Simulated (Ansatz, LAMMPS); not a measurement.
## Localised basis functions on amorphous polyacrylonitrile (as short chains C14N4H18) at 480 K (108 atoms)

Wanted: errors and times of a linear-scaling basis for amorphous polyacrylonitrile (as short chains C14N4H18) at 480 K (108 atoms). A setting counts as converged where the r.m.s. difference of forces stays under 1 % of the r.m.s. force.

Method: Kohn-Sham DFT, PBE+D3(BJ), PAW (set soft_2), plane waves, in Ansatz 0.2.0.

## (1) Starting point

The cell holds 108 atoms: 42 C, 12 N and 54 H. Cell: a = 10.691 Å, b = 10.691 Å, c = 10.691 Å, α = 90.0°, β = 90.0°, γ = 90.0°. 3 polyacrylonitrile chains of 4 units with methyl end groups placed at random, at 0.988 g/cm³; overlaps pushed apart, then 20 ps at 800 K with MMFF94 bonds, angles, torsions, charges and radii (Halgren, J. Comput. Chem. 17, 490 (1996)) in harmonic and 12-6 forms. Snapshot after 30 ps at 480 K and fixed volume.

What the set-up can't give: The network of contacts between molecules at the start is that of the classical potential that made the cell, and needn't be the one that DFT or experiment would give. The density was typed from a rule of thumb and may lie off the real one at this temperature. Only the Γ point is sampled, in a cell whose shortest periodic width is 11 Å.

## (2) The classical run that made the cell

A classical potential makes the cell, at a small fraction of what the same run would cost in DFT.

This step: classical MD, MMFF94 bonds, angles, torsions, charges and radii (Halgren, J. Comput. Chem. 17, 490 (1996)) in harmonic and 12-6 forms; charges of ions scaled by 0.8 (LAMMPS 22 Jul 2025 - Update 4).

Input file in.lmp:

```
# amorphous polyacrylonitrile
units real
atom_style full
boundary p p p
bond_style harmonic
angle_style harmonic
dihedral_style opls
improper_style harmonic
special_bonds lj 0 0 0.5 coul 0 0 0.75
read_data data.lmp
neigh_modify delay 0 every 1 check yes one 4000
comm_modify cutoff 12.0
timestep 0.5
thermo_style custom step time temp pe press density
thermo_modify norm yes
# push overlapping molecules apart
pair_style soft 2.6
pair_coeff * * 0.0
variable a equal ramp(1,60)
fix ad all adapt 1 pair soft a * * v_a
velocity all create 800 652225 mom yes dist gaussian
fix lim all nve/limit 0.03
fix lan all langevin 800 800 50 652226 zero yes
thermo 1000
run 3000 post no
unfix ad
pair_style lj/cut/coul/long 9.0
pair_modify mix arithmetic tail yes
pair_coeff 1 1 0.0678 3.3680   # C
pair_coeff 2 2 0.0678 3.5530   # C
pair_coeff 3 3 0.0721 3.3270   # N
pair_coeff 4 4 0.0216 2.5400   # H
kspace_style pppm 1.0e-4
thermo 100
# [... 16 lines left out ...]
compute msd all msd com yes
thermo 7500
fix md all nvt temp 480 480 100
run 30000 post no
print "== T480: mean square displacement over the hold $(c_msd[4]:%.2f) A^2"
unfix md
uncompute msd
write_dump all custom T480.dump id type xs ys zs modify sort id
```

Command:

```sh
lmp -in in.lmp -log none -nocite
```

What it wrote:

```text
LAMMPS (22 Jul 2025 - Update 4)
Reading data file ...
  orthogonal box = (0 0 0) to (10.69066 10.69066 10.69066)
  108 atoms
  orthogonal box = (0 0 0) to (10.69066 10.69066 10.69066)
  105 bonds
  192 angles
  243 dihedrals
   Step          Time           Temp          PotEng         Press         Density
         0   0              800            0.38360469    -11241.569      0.98799961
      1000   500            594.99352      2.1629179      11963.361      0.98799961
      2000   1000           634.03621      2.2061877      16871.007      0.98799961
      3000   1500           598.17589      2.2142026      14258.523      0.98799961
Loop time of 0.365835 s on 1 MPI rank(s) for 3000 steps with 108 atoms
PPPM initialization ...
  G vector (1/distance) = 0.27315619
  grid = 5 5 5
  estimated relative force accuracy = 3.5295688e-05
   Step          Time           Temp          PotEng         Press         Density
      3000   1500           598.17589      1.4384309      751.86622      0.98799961
      3100   1550           598.17589     -0.79359299     7985.661       0.98799961
      3200   1600           598.17589     -0.84705689     9156.966       0.98799961
      3300   1650           598.17589     -0.88375053     9850.3243      0.98799961
Loop time of 0.550019 s on 1 MPI rank(s) for 300 steps with 108 atoms
[... 6 lines left out ...]
   Step          Time           Temp          PotEng         Press         Density
         0   0              800           -0.88375053     12258.623      0.98799961
      1000   500            655.3493       0.82866916     15798.158      0.98799961
      2000   1000           612.41558      0.74138811     8091.8532      0.98799961
Loop time of 1.31095 s on 1 MPI rank(s) for 2000 steps with 108 atoms
   Step          Time           Temp          PotEng         Press         Density
      2000   1000           612.41558      0.74138811     8091.8532      0.98799961
[... 5 lines left out ...]
Loop time of 14.1507 s on 1 MPI rank(s) for 20000 steps with 108 atoms
   Step          Time           Temp          PotEng         Press         Density
[... 4 lines left out ...]
WARNING: Bond/angle/dihedral extent > half of periodic box length
Loop time of 13.9636 s on 1 MPI rank(s) for 20000 steps with 108 atoms
WARNING: Bond/angle/dihedral extent > half of periodic box length
   Step          Time           Temp          PotEng         Press         Density
[... 2 lines left out ...]
     52500   51500          485.54029      0.29953646    -3072.1704      0.98799961
     60000   59000          466.49182      0.23051003     1671.2007      0.98799961
     67500   66500          456.96284      0.20364204     4048.7933      0.98799961
     72000   71000          411.39308      0.2870846     -757.39331      0.98799961
Loop time of 20.1246 s on 1 MPI rank(s) for 30000 steps with 108 atoms
== T480: mean square displacement over the hold 1.00 A^2
```

Wall time 51 s (1 thread of Intel Xeon Platinum 8259CL at 2.50GHz (Skylake/Cascade Lake), shared host); peak memory 0.12 GiB.

The input also reads data.lmp (atoms, bonds and types; not printed here).

## (3) Plane-wave single point

This run is the reference for what follows, at a cutoff of 420 eV.

Input file input.yaml:

```yaml
crystal:
  lattice:
    - [10.69066, 0.0, 0.0]
    - [0.0, 10.69066, 0.0]
    - [0.0, 0.0, 10.69066]
  atoms:
    - { symbol: C, position: [0.61367, 0.58612, 0.37434] }
    - { symbol: C, position: [0.55196, 0.69565, 0.45457] }
    - { symbol: C, position: [0.60476, 0.72711, 0.58412] }
    - { symbol: C, position: [0.72825, 0.78028, 0.5669] }
    - { symbol: "N", position: [0.82745, 0.81065, 0.53241] }
    - { symbol: C, position: [0.62204, 0.60567, 0.66072] }
    - { symbol: C, position: [0.64103, 0.61769, 0.80096] }
    - { symbol: C, position: [0.68907, 0.50111, 0.86054] }
    - { symbol: "N", position: [0.72384, 0.4113, 0.90861] }
    - { symbol: C, position: [0.72484, 0.73147, 0.83539] }
    - { symbol: C, position: [0.73949, 0.74834, 0.97922] }
    - { symbol: C, position: [0.61806, 0.74475, 0.04663] }
    - { symbol: "N", position: [0.52154, 0.73736, 0.09238] }
    - { symbol: C, position: [0.82593, 0.85284, 0.99748] }
    - { symbol: C, position: [0.8259, 0.91072, 0.12731] }
    - { symbol: C, position: [0.9079, 0.01698, 0.1185] }
    - { symbol: "N", position: [0.99433, 0.08114, 0.0888] }
    - { symbol: C, position: [0.89252, 0.8177, 0.22164] }
    - { symbol: H, position: [0.63255, 0.50379, 0.43889] }
    - { symbol: H, position: [0.54239, 0.5526, 0.30882] }
    - { symbol: H, position: [0.70314, 0.60977, 0.31872] }
    - { symbol: H, position: [0.55877, 0.7839, 0.39761] }
    - { symbol: H, position: [0.45091, 0.67615, 0.46787] }
    - { symbol: H, position: [0.54828, 0.79703, 0.63492] }
    - { symbol: H, position: [0.54238, 0.54133, 0.64697] }
    - { symbol: H, position: [0.70102, 0.55674, 0.61516] }
    - { symbol: H, position: [0.55458, 0.63604, 0.85014] }
    - { symbol: H, position: [0.83042, 0.71989, 0.79767] }
    - { symbol: H, position: [0.68313, 0.81366, 0.80057] }
    - { symbol: H, position: [0.79751, 0.67349, 0.01725] }
    - { symbol: H, position: [0.79448, 0.93428, 0.93222] }
    - { symbol: H, position: [0.91473, 0.83081, 0.95892] }
    - { symbol: H, position: [0.73816, 0.94026, 0.17146] }
    - { symbol: H, position: [0.94924, 0.75103, 0.16802] }
    - { symbol: H, position: [0.81744, 0.77763, 0.28637] }
    - { symbol: H, position: [0.95285, 0.87029, 0.28416] }
    - { symbol: C, position: [0.60058, 0.20912, 0.53984] }
    - { symbol: C, position: [0.72434, 0.15529, 0.57374] }
    - { symbol: C, position: [0.77067, 0.20785, 0.70348] }
    - { symbol: C, position: [0.69194, 0.14138, 0.79606] }
    - { symbol: "N", position: [0.62783, 0.09758, 0.87267] }
    - { symbol: C, position: [0.90757, 0.18593, 0.72695] }
    - { symbol: C, position: [0.97115, 0.06197, 0.67558] }
    - { symbol: C, position: [0.02813, 0.06915, 0.54844] }
    - { symbol: "N", position: [0.07575, 0.07783, 0.44985] }
    - { symbol: C, position: [0.07277, 0.01684, 0.76369] }
    - { symbol: C, position: [0.15878, 0.90903, 0.73033] }
    - { symbol: C, position: [0.26264, 0.95126, 0.65442] }
    - { symbol: "N", position: [0.35327, 0.97617, 0.59766] }
    - { symbol: C, position: [0.08664, 0.78808, 0.68507] }
    - { symbol: C, position: [0.15889, 0.66811, 0.68471] }
    - { symbol: C, position: [0.0742, 0.56634, 0.66399] }
    - { symbol: "N", position: [0.99749, 0.49328, 0.64241] }
    - { symbol: C, position: [0.25991, 0.65375, 0.58683] }
    - { symbol: H, position: [0.56619, 0.14613, 0.46916] }
    - { symbol: H, position: [0.6099, 0.30585, 0.49616] }
    - { symbol: H, position: [0.54374, 0.20784, 0.6287] }
    - { symbol: H, position: [0.79197, 0.1821, 0.50022] }
    - { symbol: H, position: [0.71067, 0.05655, 0.58344] }
    - { symbol: H, position: [0.76039, 0.30737, 0.71982] }
    - { symbol: H, position: [0.90818, 0.19504, 0.83176] }
    - { symbol: H, position: [0.95446, 0.2653, 0.67281] }
    - { symbol: H, position: [0.90768, 0.98214, 0.68047] }
    - { symbol: H, position: [0.02783, 0.9991, 0.85014] }
    - { symbol: H, position: [0.12824, 0.0941, 0.78383] }
    - { symbol: H, position: [0.20049, 0.87638, 0.81603] }
    - { symbol: H, position: [0.05218, 0.79924, 0.58981] }
    - { symbol: H, position: [0.00372, 0.76425, 0.73234] }
    - { symbol: H, position: [0.20703, 0.65329, 0.76758] }
    - { symbol: H, position: [0.20916, 0.65525, 0.4984] }
    - { symbol: H, position: [0.33396, 0.7148, 0.60015] }
    - { symbol: H, position: [0.30051, 0.56323, 0.60713] }
    - { symbol: C, position: [0.89934, 0.41959, 0.26098] }
    - { symbol: C, position: [0.03185, 0.47984, 0.2551] }
    - { symbol: C, position: [0.10875, 0.44184, 0.13818] }
    - { symbol: C, position: [0.06181, 0.52826, 0.04789] }
    - { symbol: "N", position: [0.03154, 0.60332, 0.97511] }
    - { symbol: C, position: [0.2453, 0.47172, 0.16851] }
    [... 24 atom lines left out ...]
    - { symbol: H, position: [0.29124, 0.99692, 0.00783] }
    - { symbol: H, position: [0.43661, 0.9584, 0.0711] }
    - { symbol: H, position: [0.22514, 0.06774, 0.22543] }
    - { symbol: H, position: [0.41638, 0.06786, 0.35085] }
    - { symbol: H, position: [0.37357, 0.91149, 0.37272] }
    - { symbol: H, position: [0.4899, 0.95624, 0.27051] }
kpoints:
  mp_grid: { grid: [1, 1, 1] }
hamiltonian:
  xc: pbe
  dispersion: d3bj
scf:
  occupations: { method: fixed }
output:
  forces: true
  stress: true
  populations: true
  dos:
    method: { smearing: { sigma: 0.15 } }
    de: 0.1
    projected: { site_lists: { C: [C], H: [H], "N": ["N"] } }
  eigenvalues: true
  write_density: true
  write_potential: true
  volumetric_format: npy
  elf: true
```

Command:

```sh
ansatz run input.yaml --threads 4 --pin off --max-ram 8192MiB --backend cpu --events-out ev --progress --plain --runs-dir out
```

What it wrote:

```text
Engine: ansatz 0.2.0, x86_64-unknown-linux-gnu
Pseudopotentials: kind: paw
Pseudopotential: C, paw, valence charge 4, recommended cutoff 420 eV (normal), C.paw.azcp
Pseudopotential: N, paw, valence charge 5, recommended cutoff 420 eV (normal), N.paw.azcp
Pseudopotential: H, paw, valence charge 1, recommended cutoff 420 eV (normal), H.paw.azcp
Functional definition: PBE
  parameter kappa = 0.804
  parameter beta = 0.066725
  exchange = pbe_x(kappa = kappa, mu = beta*pi^2/3)
  correlation = pbe_c(beta = beta)
Crystal: 108 atoms, lattice volume = 1221.838 Å³
Basis set: ecut = 420 eV, 23847 PW (Γ), exchange–correlation on 144×144×144 points (8 copies of the dense FFT grid, shifted against one another)
Bands: 249, of which v1, the nominal top of the filled ones, is band 141 counted from 1 (140 counted from 0)
Symmetry: 1 space group operations
Space group: P1 (ITA 1), of the structure as read, at distance tolerance 1.1e-4 Å
k-points: 1
Non-local potential: C, projectors of the file, l = 0: 2, l = 1: 2, l = 2: 1
Non-local potential: N, projectors of the file, l = 0: 2, l = 1: 2, l = 2: 1
Non-local potential: H, projectors of the file, l = 0: 2, l = 1: 1
PAW form: soft (Blöchl's): semilocal exchange-correlation on the pseudo side does not see the compensation charge
PAW one-centre angular grid: C, 110 points (default); XC on 64 Gauss nodes
PAW one-centre angular grid: N, 110 points (default); XC on 64 Gauss nodes
PAW one-centre angular grid: H, 110 points (default); XC on 64 Gauss nodes
Initial density: superposition of atomic densities (neutral atoms: chi_scale 0, normalization atom), corrected by the library's trained network
Initial wavefunctions: pseudopotential atomic-orbital guess
Functional: x = pbe(κ = 0.804, μ = 0.219515), c = pbe(β = 0.066725)
SCF iter   1: F=—  HF=-16005.154298 eV  |F-HF|=—  |Δ(HF+E_count)|=         —  Δρ=5.07e-3  dr2=4.73e-1  ethr=1.77e-3  ⟨swp⟩=5.0  Hψ=871  notcnv=0  defer=104
preconditioner: auto → Resta (q_TF=auto, 2.137 Å⁻¹)  ε∞=2.4  [insulator: Δε(μ)=5.914 eV  Ē_g=14.905 eV  n_scr=202 (ndim 8)  ℏωp=17.8 eV  f_vac=0.242  ε∞_Penn≈2.4]
SCF iter   2: F=—  HF=-16005.120972 eV  |F-HF|=—  |Δ(HF+E_count)|=   3.33e-2  Δρ=2.83e-3  dr2=1.19e-1  ethr=1.68e-4  ⟨swp⟩=2.0  Hψ=429  notcnv=0  defer=106
SCF iter   3: F=—  HF=-16005.117064 eV  |F-HF|=—  |Δ(HF+E_count)|=   3.91e-3  Δρ=1.43e-3  dr2=3.57e-2  ethr=4.21e-5  ⟨swp⟩=2.0  Hψ=289  notcnv=0  defer=106
SCF iter   4: F=—  HF=-16005.118497 eV  |F-HF|=—  |Δ(HF+E_count)|=   1.43e-3  Δρ=4.77e-4  dr2=5.37e-3  ethr=1.26e-5  ⟨swp⟩=3.0  Hψ=280  notcnv=0  defer=106
SCF iter   5: F=—  HF=-16005.119044 eV  |F-HF|=—  |Δ(HF+E_count)|=   5.47e-4  Δρ=2.75e-4  dr2=1.36e-3  ethr=1.91e-6  ⟨swp⟩=2.0  Hψ=289  notcnv=0  defer=106
SCF iter   6: F=—  HF=-16005.118912 eV  |F-HF|=—  |Δ(HF+E_count)|=   1.31e-4  Δρ=1.24e-4  dr2=2.42e-4  ethr=4.81e-7  ⟨swp⟩=2.0  Hψ=289  notcnv=0  defer=106
SCF iter   7: F=—  HF=-16005.118929 eV  |F-HF|=—  |Δ(HF+E_count)|=   1.64e-5  Δρ=3.57e-5  dr2=2.08e-5  ethr=8.58e-8  ⟨swp⟩=2.0  Hψ=279  notcnv=0  defer=106
SCF iter   8: F=—  HF=-16005.119976 eV  |F-HF|=—  |Δ(HF+E_count)|=   1.05e-3  Δρ=2.60e-5  dr2=1.00e-5  ethr=7.36e-9  ⟨swp⟩=2.0  Hψ=388  notcnv=0  defer=105
SCF iter   9: F=—  HF=-16005.119974 eV  |F-HF|=—  |Δ(HF+E_count)|=   1.99e-6  Δρ=5.34e-6  dr2=3.75e-7  ethr=3.55e-9  ⟨swp⟩=2.0  Hψ=287  notcnv=0  defer=105
SCF iter  10: F=-16005.119974 eV  HF=-16005.119974 eV  |F-HF|=2.32e-8  |Δ(HF+E_count)|=   1.50e-8  Δρ=1.89e-6  dr2=5.60e-8  ethr=3.55e-11  ⟨swp⟩=22.0  Hψ=2363  notcnv=0
SCF 1 converged in 10 iterations: F = -16005.119974 eV  dr2 = 5.60e-8
  greatest PAW one-centre occupation: 0.846 electrons in one spin orbital (limit 2), on the N atom at site 88 (counted from 0), in its partial waves of l = 0
WARN: The input density's exchange-correlation potential varies sharply where the density is thin. Do not read a vacuum level from v_tot or v_xc, or from such a field of the output density. On a cell that repeats whose density bears no net charge and no dipole along the vacuum's axis use v_es (v_loc + v_h of the components); [...]
SCF converged after 10 iterations
Free energy (F): -16005.119974 eV
Harris-Foulkes:  -16005.119974 eV  (|F-HF|=2.32e-8)
Internal energy: -16005.119974 eV  (E = F + TS)
E sigma→0 (E₀):  -16005.119974 eV
Fermi energy:    -2.316071 eV
--- Per-component energies (eV) ---
  E_band       = -2158.413041
  E_kinetic    = 6084.449981
  E_local      = -19042.949526  (includes V_loc(G=0)·N_el)
  E_nonlocal   = 1813.560118
  E_hartree    = 6772.943287
  E_xc         = -3200.135664
  E_vxc        = -4004.454454  (∫ρ·V_xc dr)
  E_paw        = -5731.411276  (= ΣΔE_a)
  E_vpaw       = -554.830769  (= ΣTr[D̂ρ^β])
  E_aug_tail   = -0.072590  (compensation charges beyond the density's cutoff)
  E_ewald      = -2695.321488
  E_disp       = -6.182816  (pairwise vdW)
  E_smearing   = -0.000000  (= −TS)
  E_closure    = 0.000000  (closes the sum)
  Σ components = -16005.119974   (vs F -16005.119974, Δ=0.00e0)
--- Forces (eV/Å), atoms counted from 1 ---
  atom   1  C      0.49283673    -0.00287544     1.12106181
  atom   2  C     -0.02680234     0.44144233    -1.70298351
  atom   3  C      0.37372375    -0.63060977     0.64248977
  atom   4  C      1.01209832     0.31538951    -0.92007957
  atom   5  N     -0.59175793     0.03835865     0.46476875
  atom   6  C     -0.19784383    -1.10516068    -0.43889806
  atom   7  C      1.43988319     0.26326933     0.58569822
  atom   8  C     -0.69421831     1.68909285    -1.07421678
  atom   9  N      0.44142052    -0.94367592     0.62030435
  atom  10  C      2.51680057    -2.32680303     0.77635796
  atom  11  C     -0.58938355    -1.63382791    -0.36530715
  atom  12  C      2.69024342     0.53246833    -1.47121972
  atom  13  N     -1.86545043    -0.19120533     0.99911038
  atom  14  C     -2.37507512     4.57226716    -1.08599114
[...]
atom 107  H     -0.08679445    -0.23330410     0.41905498
  atom 108  H      1.32417030    -0.83984182    -1.46266680
  max |Σ_I F_I| component: 1.83e-4 eV/Å
--- Stress (GPa, compression-positive) ---
        1.411170      -0.408826       1.568703
       -0.408826       0.341342      -0.731545
        1.568703      -0.731545       2.288560
  P = ⅓ Tr σ = 1.3470 GPa (13.470 kbar)
--- Band table (eV) ---
  k-point 0: bands = ["-18.2461", "-18.2043", "-18.0563", "-17.8822", [... 233 levels ...], "9.8241", "9.8790", "9.9586", "10.0104", "10.0685", "10.0849", "10.1232", "10.1636", "10.2281", "10.3525", "10.3848", "10.4687"]
--- Löwdin populations: 108 sites ---
  site symbol       q [e]
     0      C      4.4268
     1      C      4.2364
     2      C      4.1321
[...]
107      H      0.7995
  spilling = 0.012695 (of n_electrons = 282.000000)
```

Run time: 10 s. Hardware: 4 threads of Intel Xeon Platinum 8259CL at 2.50GHz (Skylake/Cascade Lake), shared host; peak memory 1.2 GiB; 36 s of CPU time.

The column dr2 measures how far the density is from self-consistency, as an energy; F and HF (Harris–Foulkes) agree once it is small.

The program notes that the exchange-correlation potential is rough where the density is thin.

Numbers from this run:

* free energy: -16005.1200 eV
* free energy per atom: -148.1956 eV/atom
* SCF cycles: 10
* pressure: 1.347 GPa
* r.m.s. force component: 1.059 eV/Å
* longest force: 5.266 eV/Å
* Fermi energy: -2.316 eV
* gap (highest filled to lowest empty level): 5.884 eV
* spilling of the projection: 0.01269

The r.m.s. force component of 1.1 eV/Å and the pressure of 1.3 GPa set the scale for the differences below.

(Continued in part 2 of 3.)

[Long decimals in the printed logs are rounded to 6 places.]

[Logs are printed without paths, hosts, clocks, repeated set-up lines and the standing remarks that a program may print on its own settings, such as how far it seeks lower states.]

[Hosts, paths, dates, database ids (printed as entryN), source tags and the programs' standing remarks are cut or masked in the printed files.]

[The MMFF94 radii named for the starting cell were scaled by 0.96; in molecules described by MMFF94, hydrogen bound to N, O or S took a small fixed 12-6 site in their place.]
